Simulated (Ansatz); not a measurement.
## CsBiSe3 (model cell, started as cubic perovskite with Bi in the octahedra): phonons and vibrational spectra

Task: relax CsBiSe3 (model cell, started as cubic perovskite with Bi in the octahedra), then find its harmonic phonons.

Program: Ansatz 0.2.0. Level of theory: DFT PBE, scalar-relativistic, plane waves, PAW; PAW set soft_1. Results are calculated unless marked as measured.

The structure was built from a prototype and need not be the compound's stable phase.

### 1. Set-up

The structure is cubic, space group Pm-3m (No. 221). The conventional cell has a = 5.370 Å, b = 5.370 Å, c = 5.370 Å, α = 90.00°, β = 90.00°, γ = 90.00°. Nearest to Cs lie 12 Se at 3.80 Å. Bi has 6 Se at 2.69 Å nearest. Nearest to Se lie 2 Bi at 2.69 Å and 4 Cs at 3.80 Å. Farther neighbours and most contacts between anions are not listed.

### 2. Relaxation, k-mesh 8×8×8

Harmonic phonons are second derivatives at a point where the forces vanish, and they are wanted at zero stress, so atoms and cell are relaxed first.

input.yaml reads:

```yaml
crystal:
  lattice:
    - [5.3704, 0.0, 0.0]
    - [0.0, 5.3704, 0.0]
    - [0.0, 0.0, 5.3704]
  atoms:
    - { symbol: Cs, position: [0.0, 0.0, 0.0] }
    - { symbol: Bi, position: [0.5, 0.5, 0.5] }
    - { symbol: Se, position: [0.5, 0.5, 0.0] }
    - { symbol: Se, position: [0.5, 0.0, 0.5] }
    - { symbol: Se, position: [0.0, 0.5, 0.5] }
kpoints:
  mp_grid: { grid: [8, 8, 8] }
hamiltonian:
  xc: pbe
  pseudopotentials: { kind: paw, azcp: { folder: soft_1 } }
scf:
  occupations: { method: gaussian, width: 0.1 }
output:
  forces: true
  stress: true
  eigenvalues: true
  write_density: true
  write_potential: true
  elf: true
  volumetric_format: npy
relax:
  adjacent_minimum: "off"
  f_tol: 0.005
  max_steps: 80
  cell: { stress_tol: 0.05 }
```

Launch:

```bash
$ ansatz run input.yaml --threads 4 --pin off --max-ram 16384MiB --backend cpu --events-out ev --progress --plain --runs-dir out
```

Numbers of over 12 decimals in the logs are rounded to 6 here.

The program printed:

```text
Engine: ansatz 0.2.0, aarch64-unknown-linux-gnu
Pseudopotentials: kind: paw
Pseudopotential: Cs, paw, valence charge 9, recommended cutoff 420 eV (normal), soft_1/Cs.paw.azcp
Pseudopotential: Bi, paw, valence charge 15, recommended cutoff 420 eV (normal), soft_1/Bi.paw.azcp
Pseudopotential: Se, paw, valence charge 16, recommended cutoff 420 eV (normal), soft_1/Se.paw.azcp
Functional definition: PBE
  parameter kappa = 0.804
  parameter beta = 0.066725
  exchange = pbe_x(kappa = kappa, mu = beta*pi^2/3)
  correlation = pbe_c(beta = beta)
Crystal: 5 atoms, lattice volume = 154.889 Å³
Basis set: ecut = 420 eV, 2969 PW (Γ), exchange–correlation on 72×72×72 points (8 copies of the dense FFT grid, shifted against one another)
Bands: 44, of which v1, the nominal top of the filled ones, is band 36 counted from 1 (35 counted from 0)
Symmetry: 48 space group operations
Space group: Pm-3m (ITA 221), of the structure as read, at distance tolerance 5.4e-5 Å
k-points: 35 of 512
Non-local potential: Cs, projectors of the file, l = 0: 3, l = 1: 2, l = 2: 2, l = 3: 2
Non-local potential: Bi, projectors of the file, l = 0: 2, l = 1: 2, l = 2: 2, l = 3: 1
Non-local potential: Se, projectors of the file, l = 0: 2, l = 1: 2, l = 2: 3, l = 3: 1
PAW form: soft (Blöchl's): semilocal exchange-correlation on the pseudo side does not see the compensation charge
PAW one-centre angular grid: Cs, 194 points (default); XC on 64 Gauss nodes
PAW one-centre angular grid: Bi, 590 points (default); XC on 64 Gauss nodes
PAW one-centre angular grid: Se, 590 points (default); XC on 64 Gauss nodes
Initial density: superposition of atomic densities (chi_scale 0.1, normalization cell, long waves kept (reshape's long-wave potential 0.00 eV rms))
Initial wavefunctions: pseudopotential atomic-orbital guess
Functional: x = pbe(κ = 0.804, μ = 0.219515), c = pbe(β = 0.066725)
SCF iter   1: F=—  HF=-34479.886915 eV  |F-HF|=—  |Δ(HF+E_count)|=         —  Δρ=2.94e-2  dr2=3.33e0  ethr=3.10e-3  ⟨swp⟩=7.1  Hψ=6389  notcnv=0  defer=13
preconditioner: auto → LDOS  [metal: Δε(μ)=0.088 eV  Ē_g=10.173 eV  σ=0.100 eV  W_gap=0.47  n_scr=32 (ndim 8)  ℏωp=16.3 eV  f_vac=0.021  D(μ)=4.16/eV (n_scr^D=26)  β→1.0]
SCF iter   2: F=—  HF=-34478.461129 eV  |F-HF|=—  |Δ(HF+E_count)|=    1.43e0  Δρ=1.11e-2  dr2=2.14e-1  ethr=3.10e-3  ⟨swp⟩=3.9  Hψ=2834  notcnv=0  defer=80
SCF iter   3: F=—  HF=-34478.420010 eV  |F-HF|=—  |Δ(HF+E_count)|=   4.11e-2  Δρ=2.24e-3  dr2=7.65e-3  ethr=2.98e-4  ⟨swp⟩=3.0  Hψ=3295  notcnv=0  defer=79
SCF iter   4: F=—  HF=-34478.416670 eV  |F-HF|=—  |Δ(HF+E_count)|=   3.34e-3  Δρ=4.85e-4  dr2=4.51e-4  ethr=1.06e-5  ⟨swp⟩=2.1  Hψ=3013  notcnv=0  defer=76
SCF iter   5: F=—  HF=-34478.416368 eV  |F-HF|=—  |Δ(HF+E_count)|=   3.03e-4  Δρ=1.58e-4  dr2=5.27e-5  ethr=6.26e-7  ⟨swp⟩=2.0  Hψ=2721  notcnv=0  defer=76
SCF iter   6: F=—  HF=-34478.416368 eV  |F-HF|=—  |Δ(HF+E_count)|=   1.06e-7  Δρ=5.26e-5  dr2=4.62e-6  ethr=7.31e-8  ⟨swp⟩=2.0  Hψ=2216  notcnv=0  defer=76
SCF iter   7: F=—  HF=-34478.416373 eV  |F-HF|=—  |Δ(HF+E_count)|=   5.11e-6  Δρ=1.36e-5  dr2=3.21e-7  ethr=6.41e-9  ⟨swp⟩=2.0  Hψ=2197  notcnv=0  defer=76
SCF iter   8: F=-34478.416373 eV  HF=-34478.416373 eV  |F-HF|=1.15e-9  |Δ(HF+E_count)|=   9.92e-8  Δρ=2.21e-6  dr2=7.50e-9  ethr=1.39e-10  ⟨swp⟩=16.9  Hψ=12108  notcnv=0
SCF 1 converged in 8 iterations: F = -34478.416373 eV  dr2 = 7.50e-9
  Residual-converged pass: ⟨swp⟩=1.0  Hψ=1681  notcnv=0  max |occ|·‖R‖ = 7.0e-9 eV (tolerance 1.0e-8 eV)  dr2=7.50e-9  dr2_onsite=1.21e-9  max |Δocc| = 1.2e-10
  greatest PAW one-centre occupation: 1.000 electrons in one spin orbital (limit 2), on the Se atom at site 2 (counted from 0), in its partial waves of l = 2
relax step   1: F+E_penalty+E_count = -34478.41637300 eV  Δ(F+E_penalty+E_count) = +0.000e0 eV  max|allowed force component| = 3.450e-29 eV/Å  Δτ_max = 0.0000 Å  P = +6.288 GPa  Ω = 154.889 Å³  (8 SCF iters, dr2 threshold 1.00e-7 eV, accepted)
Crystal: 5 atoms, lattice volume = 178.663 Å³
Basis set: ecut = 420 eV, 3431 PW (Γ), exchange–correlation on 72×72×72 points (8 copies of the dense FFT grid, shifted against one another)
Initial density: handed on by an earlier stage of this run
Initial wavefunctions: those handed on with the density
iter 1 solved again at ethr=1.13e-4 eV; its pass at ethr=3.10e-3 eV (dr2=8.10e-2 eV) is discarded
SCF iter   1: F=—  HF=-34478.876860 eV  |F-HF|=—  |Δ(HF+E_count)|=         —  Δρ=3.83e-3  dr2=8.09e-2  ethr=1.13e-4  ⟨swp⟩=1.7  Hψ=10101  notcnv=0
preconditioner: auto → LDOS  [metal: Δε(μ)=0.011 eV  Ē_g=9.843 eV  σ=0.100 eV  W_gap=0.06  n_scr=32 (ndim 8)  ℏωp=15.2 eV  f_vac=0.059  D(μ)=7.78/eV (n_scr^D=80)  β→1.0]
SCF iter   2: F=—  HF=-34478.850131 eV  |F-HF|=—  |Δ(HF+E_count)|=   2.67e-2  Δρ=2.10e-3  dr2=5.91e-3  ethr=1.12e-4  ⟨swp⟩=3.8  Hψ=2588  notcnv=0
SCF iter   3: F=—  HF=-34478.850047 eV  |F-HF|=—  |Δ(HF+E_count)|=   8.40e-5  Δρ=4.43e-4  dr2=6.23e-4  ethr=8.21e-6  ⟨swp⟩=2.0  Hψ=2807  notcnv=0  defer=1
SCF iter   4: F=—  HF=-34478.850013 eV  |F-HF|=—  |Δ(HF+E_count)|=   3.43e-5  Δρ=1.56e-4  dr2=1.01e-4  ethr=8.66e-7  ⟨swp⟩=2.0  Hψ=2687  notcnv=0  defer=1
SCF iter   5: F=—  HF=-34478.849985 eV  |F-HF|=—  |Δ(HF+E_count)|=   2.81e-5  Δρ=2.87e-5  dr2=4.51e-6  ethr=1.41e-7  ⟨swp⟩=2.0  Hψ=2735  notcnv=0  defer=1
SCF iter   6: F=-34478.849984 eV  HF=-34478.849984 eV  |F-HF|=4.58e-8  |Δ(HF+E_count)|=   6.10e-7  Δρ=9.50e-6  dr2=3.48e-7  ethr=6.94e-10  ⟨swp⟩=16.5  Hψ=16641  notcnv=0
SCF 2 converged in 6 iterations: F = -34478.849984 eV  dr2 = 3.48e-7
  greatest PAW one-centre occupation: 1.000 electrons in one spin orbital (limit 2), on the Se atom at site 3 (counted from 0), in its partial waves of l = 2
relax step   2: F+E_penalty+E_count = -34478.84998394 eV  Δ(F+E_penalty+E_count) = -4.336e-1 eV  max|allowed force component| = 1.814e-30 eV/Å  Δτ_max = 0.0000 Å  P = +0.381 GPa  Ω = 178.663 Å³  energy of the carried Pulay correction = -1.174e-3 eV  (6 SCF iters, dr2 threshold 5.00e-7 eV, accepted)
Crystal: 5 atoms, lattice volume = 180.448 Å³
Basis set: ecut = 420 eV, 3575 PW (Γ), exchange–correlation on 72×72×72 points (8 copies of the dense FFT grid, shifted against one another)
iter 1 solved again at ethr=8.46e-7 eV; its pass at ethr=3.10e-3 eV (dr2=6.09e-4 eV) is discarded
SCF iter   1: F=—  HF=-34478.852750 eV  |F-HF|=—  |Δ(HF+E_count)|=         —  Δρ=3.43e-4  dr2=5.51e-4  ethr=8.46e-7  ⟨swp⟩=3.2  Hψ=8054  notcnv=0
preconditioner: auto → LDOS  [metal: Δε(μ)=0.035 eV  Ē_g=9.799 eV  σ=0.100 eV  W_gap=0.19  n_scr=32 (ndim 8)  ℏωp=15.1 eV  f_vac=0.059  D(μ)=7.87/eV (n_scr^D=80)  β→1.0]
SCF iter   2: F=—  HF=-34478.852562 eV  |F-HF|=—  |Δ(HF+E_count)|=   1.88e-4  Δρ=1.97e-4  dr2=4.91e-5  ethr=7.65e-7  ⟨swp⟩=2.0  Hψ=2066  notcnv=0
SCF iter   3: F=—  HF=-34478.852580 eV  |F-HF|=—  |Δ(HF+E_count)|=   1.74e-5  Δρ=2.98e-5  dr2=4.30e-6  ethr=6.83e-8  ⟨swp⟩=2.0  Hψ=2125  notcnv=0
SCF iter   4: F=-34478.852579 eV  HF=-34478.852579 eV  |F-HF|=1.91e-7  |Δ(HF+E_count)|=   1.56e-7  Δρ=7.75e-6  dr2=3.42e-7  ethr=5.04e-10  ⟨swp⟩=11.9  Hψ=14489  notcnv=0
SCF 3 converged in 4 iterations: F = -34478.852579 eV  dr2 = 3.42e-7
relax step   3: F+E_penalty+E_count = -34478.85257921 eV  Δ(F+E_penalty+E_count) = -2.595e-3 eV  max|allowed force component| = 8.281e-30 eV/Å  Δτ_max = 0.0000 Å  P = +0.102 GPa  Ω = 180.448 Å³  energy of the carried Pulay correction = -1.256e-3 eV  (4 SCF iters, dr2 threshold 3.63e-7 eV, accepted)
[...]
relax step   4: F+E_penalty+E_count = -34478.85276582 eV  Δ(F+E_penalty+E_count) = -1.866e-4 eV  max|allowed force component| = 1.692e-29 eV/Å  Δτ_max = 0.0000 Å  P = +0.002 GPa  Ω = 181.112 Å³  energy of the carried Pulay correction = -1.286e-3 eV  (5 SCF iters, dr2 threshold 2.62e-8 eV, accepted)
Basis set: ecut = 420 eV, 3575 PW (Γ), exchange–correlation on 80×80×80 points (8 copies of the dense FFT grid, shifted against one another)
Initial wavefunctions: pseudopotential atomic-orbital guess (no wavefunctions were taken with the density)
iter 1 solved again at ethr=3.27e-7 eV; its pass at ethr=3.10e-3 eV (dr2=2.36e-4 eV) is discarded
SCF iter   1: F=—  HF=-34478.752226 eV  |F-HF|=—  |Δ(HF+E_count)|=         —  Δρ=1.60e-3  dr2=2.04e-4  ethr=3.27e-7  ⟨swp⟩=3.0  Hψ=9849  notcnv=0
preconditioner: auto → LDOS  [metal: Δε(μ)=0.035 eV  Ē_g=9.794 eV  σ=0.100 eV  W_gap=0.19  n_scr=32 (ndim 8)  ℏωp=15.1 eV  f_vac=0.067  D(μ)=7.91/eV (n_scr^D=80)  β→1.0]
SCF iter   2: F=—  HF=-34478.853732 eV  |F-HF|=—  |Δ(HF+E_count)|=   1.02e-1  Δρ=1.31e-4  dr2=5.94e-5  ethr=2.84e-7  ⟨swp⟩=2.6  Hψ=2244  notcnv=0
SCF iter   3: F=—  HF=-34478.853702 eV  |F-HF|=—  |Δ(HF+E_count)|=   3.09e-5  Δρ=6.69e-5  dr2=9.61e-6  ethr=8.25e-8  ⟨swp⟩=2.2  Hψ=2309  notcnv=0
SCF iter   4: F=—  HF=-34478.853768 eV  |F-HF|=—  |Δ(HF+E_count)|=   6.67e-5  Δρ=2.74e-5  dr2=3.14e-6  ethr=1.33e-8  ⟨swp⟩=2.0  Hψ=2787  notcnv=0
SCF iter   5: F=—  HF=-34478.853777 eV  |F-HF|=—  |Δ(HF+E_count)|=   9.04e-6  Δρ=9.12e-6  dr2=1.80e-7  ethr=4.36e-9  ⟨swp⟩=2.0  Hψ=2805  notcnv=0
SCF iter   6: F=—  HF=-34478.853778 eV  |F-HF|=—  |Δ(HF+E_count)|=   6.13e-7  Δρ=1.95e-6  dr2=8.46e-9  ethr=2.50e-10  ⟨swp⟩=2.0  Hψ=2799  notcnv=0
SCF iter   7: F=—  HF=-34478.853778 eV  |F-HF|=—  |Δ(HF+E_count)|=   2.16e-8  Δρ=3.58e-7  dr2=3.79e-10  ethr=1.17e-11  ⟨swp⟩=3.0  Hψ=2893  notcnv=0
SCF iter   8: F=-34478.853778 eV  HF=-34478.853778 eV  |F-HF|=0.00e0  |Δ(HF+E_count)|=  1.82e-10  Δρ=1.38e-7  dr2=1.94e-11  ethr=1.00e-12  ⟨swp⟩=7.2  Hψ=7163  notcnv=0
SCF 5 converged in 8 iterations: F = -34478.853778 eV  dr2 = 1.94e-11
relax step   5: F+E_penalty+E_count = -34478.85377785 eV  Δ(F+E_penalty+E_count) = -1.012e-3 eV  max|allowed force component| = 1.233e-29 eV/Å  Δτ_max = 0.0000 Å  P = +0.003 GPa  Ω = 181.112 Å³  stress off target by 3.02e-3 GPa  SCF on the basis re-selected at this cell (its energy is not comparable with the rows above)  (8 SCF iters)
basis re-selected at this cell: Δ(F+E_penalty+E_count) = -1.012e-3 eV, ΔP = +0.001 GPa vs the last step (what re-selecting the basis moved, of the pressure what is left beyond the Pulay correction that the steps carried, after the strain that the cell walked since its last selection, with what the two solves' SCF thresholds leave and, on support functions, any second-order correction that the steps lacked; it is no measure of the basis error at this ecutwfc). The dense FFT grid was sized anew with the basis: this SCF ran on 40×40×40 points, the steps before it on 36×36×36, so part of this shift can come from that change (see relax.cell in the input reference). [rest of the remark cut]
SCF converged after 8 iterations
Free energy (F): -34478.853778 eV
Harris-Foulkes:  -34478.853778 eV  (|F-HF|=0.00e0)
Internal energy: -34478.814287 eV  (E = F + TS)
E sigma→0 (E₀):  -34478.834033 eV
Entropy (-TS):   -0.039491 eV (-7.898 meV/atom)
Fermi energy:    4.963911 eV
--- Per-component energies (eV) ---
  E_band       = -1460.946352
  E_kinetic    = 725.265590
  E_local      = -11382.058091  (includes V_loc(G=0)·N_el)
  E_nonlocal   = -630.173284
  E_hartree    = 5614.886040
  E_xc         = -584.407243
  E_vxc        = -536.913389  (∫ρ·V_xc dr)
  E_paw        = -22114.152003  (= ΣΔE_a)
  E_vpaw       = -866.838514  (= ΣTr[D̂ρ^β])
  E_aug_tail   = -0.000895  (compensation charges beyond the density's cutoff)
  E_ewald      = -6108.174400
  E_smearing   = -0.039491  (= −TS)
  E_closure    = -0.000000  (closes the sum)
  Σ components = -34478.853778   (vs F -34478.853778, Δ=0.00e0)
--- Forces (eV/Å), atoms counted from 1 ---
  atom   1  Cs    -0.00000000    -0.00000000    -0.00000000
  atom   2  Bi    -0.00000000     0.00000000     0.00000000
  atom   3  Se    -0.00000000     0.00000000    -0.00000000
  atom   4  Se     0.00000000     0.00000000    -0.00000000
  atom   5  Se     0.00000000    -0.00000000    -0.00000000
  max |Σ_I F_I| component: 1.20e-29 eV/Å
--- Stress (GPa, compression-positive) ---
        0.003024       0.000000      -0.000000
        0.000000       0.003024      -0.000000
       -0.000000      -0.000000       0.003024
  P = ⅓ Tr σ = 0.0030 GPa (0.030 kbar)
--- Band table (eV; the first three rows and the last of 35) ---
  k-point 0: bands = [... 32 lower, 4.5415, 4.5415, 4.7359, 4.7359, 4.7359, 9.1226, 9.7443, 9.7443, ... 4 higher]
  k-point 1: bands = [... 32 lower, 4.5005, 4.5005, 4.6657, 4.6981, 4.6981, 9.3427, 9.8676, 9.9228, ... 4 higher]
  k-point 2: bands = [... 32 lower, 4.3956, 4.3956, 4.5450, 4.6191, 4.6191, 9.6023, 9.9195, 10.2309, ... 4 higher]
  k-point 34: bands = [... 32 lower, 4.2738, 5.3769, 5.3769, 5.3769, 6.0083, 6.0083, 6.0083, 6.1956, ... 4 higher]
--- Relaxed structure (4 steps of the walk, 4 accepted, 1 SCFs on fresh bases) ---
  F+E_penalty+E_count = -34478.85377785 eV   max|allowed force component| = 1.233e-29 eV/Å   (the final SCF, on the basis selected at the relaxed cell)
  cell:  # Å, volume = 181.1123 Å³
    - [5.657822, 0, 0]
    - [0, 5.657822, 0.0]
    - [0, 0.0, 5.657822]
  atoms:
    - { symbol: Cs, position: [0, 0, 0] }
    - { symbol: Bi, position: [0.5, 0.5, 0.5] }
    - { symbol: Se, position: [0.5, 0.5, 0] }
    - { symbol: Se, position: [0.5, 0, 0.5] }
    - { symbol: Se, position: [0, 0.5, 0.5] }
```

Wall time 25 s (4 threads of Arm Neoverse V1, shared host); peak memory 0.67 GiB; 96 s of CPU time.

Relaxation path:

| step | energy less that of the first step (eV) | largest force component (eV/Å) | pressure (GPa) | volume (Å³) |
| --- | --- | --- | --- | --- |
| 1 | 0.0000 | 0.0000 | 6.29 | 154.89 |
| 2 | -0.4336 | 0.0000 | 0.38 | 178.66 |
| 3 | -0.4362 | 0.0000 | 0.10 | 180.45 |
| 4 | -0.4364 | 0.0000 | 0.00 | 181.11 |
| 5* | -0.4374 | 0.0000 | 0.00 | 181.11 |

Relaxation steps marked * repeat the geometry before them on a plane-wave basis chosen anew for their cell, so energy and pressure can jump there.

Forces are held to the 48 operations that the run works with; a distortion that breaks them can't arise in this run.

| conventional cell, symmetrised | before | after | change |
| --- | --- | --- | --- |
| a (Å) | 5.370 | 5.658 | +5.4 % |
| b (Å) | 5.370 | 5.658 | +5.4 % |
| c (Å) | 5.370 | 5.658 | +5.4 % |
| volume (Å³/atom) | 30.98 | 36.22 | +16.9 % |

The relaxed structure:

```cif
data_structure
_symmetry_space_group_name_H-M 'P 1'
_symmetry_Int_Tables_number 1
_cell_length_a 5.6578
_cell_length_b 5.6578
_cell_length_c 5.6578
_cell_angle_alpha 90.000
_cell_angle_beta 90.000
_cell_angle_gamma 90.000
_cell_volume 181.11
loop_
_atom_site_label
_atom_site_type_symbol
_atom_site_fract_x
_atom_site_fract_y
_atom_site_fract_z
_atom_site_occupancy
Cs1 Cs 0.00000 0.00000 0.00000 1
Bi2 Bi 0.50000 0.50000 0.50000 1
Se3 Se 0.50000 0.50000 0.00000 1
Se4 Se 0.50000 0.00000 0.50000 1
Se5 Se 0.00000 0.50000 0.50000 1
```

This step gave:

- pressure: 0.003024 GPa
- volume per atom: 36.22 Å³
- gap on the k-mesh: 0 eV

Electrostatic potential energy in the ac plane at fractional y = 0.500, with atoms of Bi and Se within 0.2 Å of it. With pseudopotentials it is smooth inside the atoms' cores, unlike the true potential.

Ten even steps from '_' (-46 eV) to '@' (10 eV), each cell a mean:
```
@@@@@@@@@@##**%%@@##**%%@@@@@@@@
@@@@@@@@@@%%********##@@@@@@@@@@
@@@@@@@@@@@@%%######@@@@@@@@@@@@
@@@@@@@@@@@@@@%%%%%%@@@@@@@@@@@@
%%@@@@@@@@@@%%######%%@@@@@@@@%%
****%%@@@@%%++--::==**%%@@@@##**
%%****%%%%**::______==##%%##**##
@@%%**%%%%++________::##%%##**@@
@@##**%%%%++..______--##%%##**%%
****##@@%%##--..__::++%%@@%%****
##%%@@@@@@%%##++++**%%@@@@@@%%##
@@@@@@@@@@@@%%%%%%%%@@@@@@@@@@@@
@@@@@@@@@@@@@@%%%%%%@@@@@@@@@@@@
@@@@@@@@@@@@##******%%@@@@@@@@@@
@@@@@@@@@@%%**##%%****@@@@@@@@@@
@@@@@@@@@@##**@@@@%%**%%@@@@@@@@
```
Columns run along a (5.7 Å; values clipped at the 3rd and 97th percentile), rows up along c (5.7 Å). Atoms in or near the plane, at fractional coordinates: Bi at (0.50, 0.50), Se at (0.50, 0.00), Se at (0.00, 0.50).

ELF in the ac plane at fractional y = 0.500, with atoms of Bi and Se within 0.2 Å of it. It is the smooth field of the valence electrons, not physical close to the nuclei.

Values, 16 rows by 16 columns, each cell a mean:
```
0.01 0.02 0.11 0.43 0.73 0.81 0.73 0.39 0.26 0.56 0.80 0.79 0.62 0.26 0.05 0.01
0.06 0.04 0.06 0.23 0.55 0.74 0.75 0.67 0.63 0.72 0.76 0.68 0.41 0.13 0.04 0.05
0.31 0.20 0.09 0.09 0.26 0.51 0.64 0.67 0.68 0.66 0.60 0.40 0.17 0.08 0.13 0.26
0.67 0.54 0.29 0.11 0.11 0.24 0.37 0.45 0.46 0.42 0.32 0.17 0.10 0.17 0.41 0.62
0.81 0.76 0.58 0.27 0.14 0.21 0.30 0.35 0.36 0.33 0.26 0.16 0.17 0.40 0.68 0.79
0.80 0.79 0.71 0.47 0.26 0.31 0.40 0.39 0.38 0.40 0.37 0.26 0.32 0.60 0.76 0.80
0.48 0.65 0.72 0.57 0.34 0.37 0.37 0.22 0.18 0.28 0.40 0.33 0.42 0.66 0.72 0.56
0.14 0.44 0.70 0.60 0.37 0.39 0.29 0.15 0.17 0.18 0.38 0.36 0.46 0.68 0.63 0.26
0.28 0.53 0.71 0.59 0.36 0.39 0.33 0.16 0.15 0.22 0.39 0.35 0.45 0.67 0.67 0.39
0.70 0.75 0.72 0.52 0.30 0.34 0.40 0.33 0.29 0.37 0.40 0.30 0.37 0.64 0.75 0.73
0.82 0.79 0.66 0.37 0.19 0.25 0.34 0.39 0.39 0.37 0.31 0.21 0.24 0.51 0.74 0.81
0.76 0.67 0.43 0.17 0.11 0.19 0.30 0.36 0.37 0.34 0.26 0.14 0.11 0.26 0.55 0.73
0.49 0.34 0.15 0.08 0.17 0.37 0.52 0.59 0.60 0.57 0.47 0.27 0.11 0.09 0.23 0.43
0.14 0.09 0.06 0.15 0.43 0.66 0.72 0.71 0.70 0.72 0.71 0.58 0.29 0.09 0.06 0.11
0.02 0.02 0.09 0.34 0.67 0.79 0.75 0.53 0.44 0.65 0.79 0.76 0.54 0.20 0.04 0.02
0.01 0.02 0.14 0.49 0.76 0.82 0.70 0.28 0.14 0.48 0.80 0.81 0.67 0.31 0.06 0.01
```
Columns run along a (5.7 Å), rows up along c (5.7 Å). Atoms in or near the plane, at fractional coordinates: Bi at (0.50, 0.50), Se at (0.50, 0.00), Se at (0.00, 0.50).

Valence density in the ac plane at fractional y = 0.500, with atoms of Bi and Se within 0.2 Å of it. It is the smooth field of the valence electrons, not physical close to the nuclei.

Ten steps, logarithmic in the rise over the least value, from '0' (0 e/Å³) to '9' (39 e/Å³), each cell a mean:
```
0000013785210000
0000012342100000
0000001111100000
0000000111000000
1100001111000001
2210012332100112
7421114554211125
9621124665311148
8521124565311137
4211013444210123
1110001221100011
0000000111000000
0000001111000000
0000011222100000
0000012564210000
0000014897210000
```
Columns run along a (5.7 Å), rows up along c (5.7 Å). Atoms in or near the plane, at fractional coordinates: Bi at (0.50, 0.50), Se at (0.50, 0.00), Se at (0.00, 0.50).

In this step the volume went from 30.98 to 36.22 Å³/atom.

[end of part 1 of 3]

[Logs are printed without paths, hosts, clocks, repeated set-up lines and the standing remarks that a program may print on its own settings, such as how far it seeks lower states.]

[Hosts, paths, dates, database ids (printed as entryN), source tags and the programs' standing remarks are cut or masked in the printed files.]
